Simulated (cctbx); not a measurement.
# Solving a structure by charge flipping

Cell a = 6.3250 Å, b = 6.3250 Å, c = 4.8300 Å, α = 90.00°, β = 90.00°, γ = 120.00°; space group P6_3/mmc (no. 194); content Sr2 Zn6.

The data are simulated with cctbx, not measured: Mo Kα, λ = 0.71073 Å, to d = 0.65 Å, 50 % of the full sphere, strongest reflection 70000 counts, noise from counting, a 4 % proportional error and a noise floor of 4 counts (s.d.); no absorption.

2 earlier starts (other random phases, and plain and normalised amplitudes in turn) led nowhere (symmetry correlation 0.96 and 0.94).

Charge flipping in P1 on plain amplitudes to 0.9 Å, δ = 1 σ, 30 % of the reflections treated as weak, 300 cycles:

```text
cycle      R  skewness
    0  0.537     0.27
   25  0.387     2.16
   50  0.374     2.13
   75  0.376     2.09
  100  0.365     2.05
  125  0.371     1.94
  150  0.362     2.05
  175  0.370     1.97
  200  0.378     2.00
  225  0.365     2.07
  250  0.369     2.01
  275  0.362     2.02
origin shift          correlation  skewness
 0.828  0.329  0.228      0.958      3.16
 0.328  0.829  0.227      0.959      3.02
 0.329  0.330  0.227      0.958      2.97
 0.828  0.829  0.227      0.958      3.35
taken: symmetry correlation 0.958, skewness 3.35
peak      x       y       z  mult  height/sigma
Q1    0.3333  0.6667  0.2500    2     11.3
Q2    0.1537  0.3073  0.7500    6      8.0
Q3    0.0000  0.5000  0.0000    6      4.0
Q4    0.0000  0.0000  0.0000    2      3.4
Q5    0.0574  0.1148  0.2500    6      1.2
Q6    0.3333  0.6667  0.0092    4      1.1
Q7    0.1695  0.3390  0.5248   12      1.0
```

The origin is taken among those within 0.04 of the best correlation, by the skewness of the map.

It took 0.71 s on 1 thread of Arm Neoverse N1 (shared host), peak memory 0.07 GiB.

**Question.** Which peaks are atoms, and which elements?

Heights go roughly as Z and multiplicities must add up to the content. First model: Q1 = Sr1 (2 in the cell, height 11.3) and Q2 = Zn1 (6 in the cell, height 8.0). Against the true structure, Q1 is Sr and Q2 is Zn; the other peaks are not atoms.

Least squares on F², isotropic:

```text
Rint 0.033, 143 unique reflections to 0.65 A
cycle     R1     wR2    GooF  max shift (A)
   1  0.1372  0.2851  11.585   0.02694
   2  0.0239  0.0676   2.748   0.00000
final R1 0.0239 wR2 0.0676 GooF 2.748  parameters 3  data/parameter 47.7
atom        x        y        z      Ueq    occ   su(xyz)  su(Uiso or U11)
Sr1    0.33333  0.66667  0.25000   0.0218  1.000  0.00000  0.0003
Zn1    0.15611  0.31222  0.75000   0.0249  1.000  0.00012  0.0003
difference map: max 1.68 min -0.92 rms 0.16
Q1    0.1560  0.3119  0.6617   12    1.75  0.43 A from Zn1
Q2    0.0674  0.1347  0.2500    6    0.40  1.49 A from Zn1
Q3    0.0058  0.2465  0.2500   12    0.36  0.89 A from Zn1
Q4    0.2402  0.4803  0.7500    6    0.30  0.92 A from Zn1
Q5    0.0839  0.4042  0.2500   12    0.29  1.54 A from Zn1
```

Anisotropic refinement:

```text
Rint 0.033, 143 unique reflections to 0.65 A
cycle     R1     wR2    GooF  max shift (A)
   1  0.0239  0.0676   2.779   0.00036
   2  0.0098  0.0214   0.879   0.00000
final R1 0.0098 wR2 0.0214 GooF 0.879  parameters 6  data/parameter 23.8
atom        x        y        z      Ueq    occ   su(xyz)  su(Uiso or U11)
Sr1    0.33333  0.66667  0.25000   0.0217  1.000  0.00000  0.0001
Zn1    0.15614  0.31229  0.75000   0.0250  1.000  0.00004  0.0001
difference map: max 0.29 min -0.32 rms 0.08
Q1    0.3333  0.6667  0.6331    4    0.31  1.85 A from Sr1
Q2    0.0719  0.1438  0.2500    6    0.25  1.48 A from Zn1
Q3    0.2376  0.4753  0.7500    6    0.24  0.89 A from Zn1
Q4    0.0387  0.2706  0.7500   12    0.24  0.65 A from Zn1
Q5    0.1535  0.3070  0.1367   12    0.21  1.78 A from Zn1
Q6    0.0743  0.4016  0.2500   12    0.19  1.51 A from Zn1
```

**Reading.** The refinement ends at R1 = 0.0098, wR2 = 0.0214, GooF = 0.88, with difference density between -0.32 and 0.29 e/Å³. Every site matches the true model in element, within 0.001 Å r.m.s., up to an allowed shift of origin.

True model:

| atom | mult. | x | y | z | Ueq (Å²) |
| --- | --- | --- | --- | --- | --- |
| Sr1 | 2 | 2/3 | 1/3 | 3/4 | 0.0218 |
| Zn1 | 6 | 0.6877 | 0.8438 | 3/4 | 0.0251 |

The model was made for the exercise: a known structure type with other elements put in, its volume estimated, not relaxed; displacement parameters are assumed.

[Middle refinement cycles are left out of these outputs.]

[Logs are printed without paths, hosts, clocks, repeated set-up lines and the standing remarks that a program may print on its own settings, such as how far it seeks lower states.]
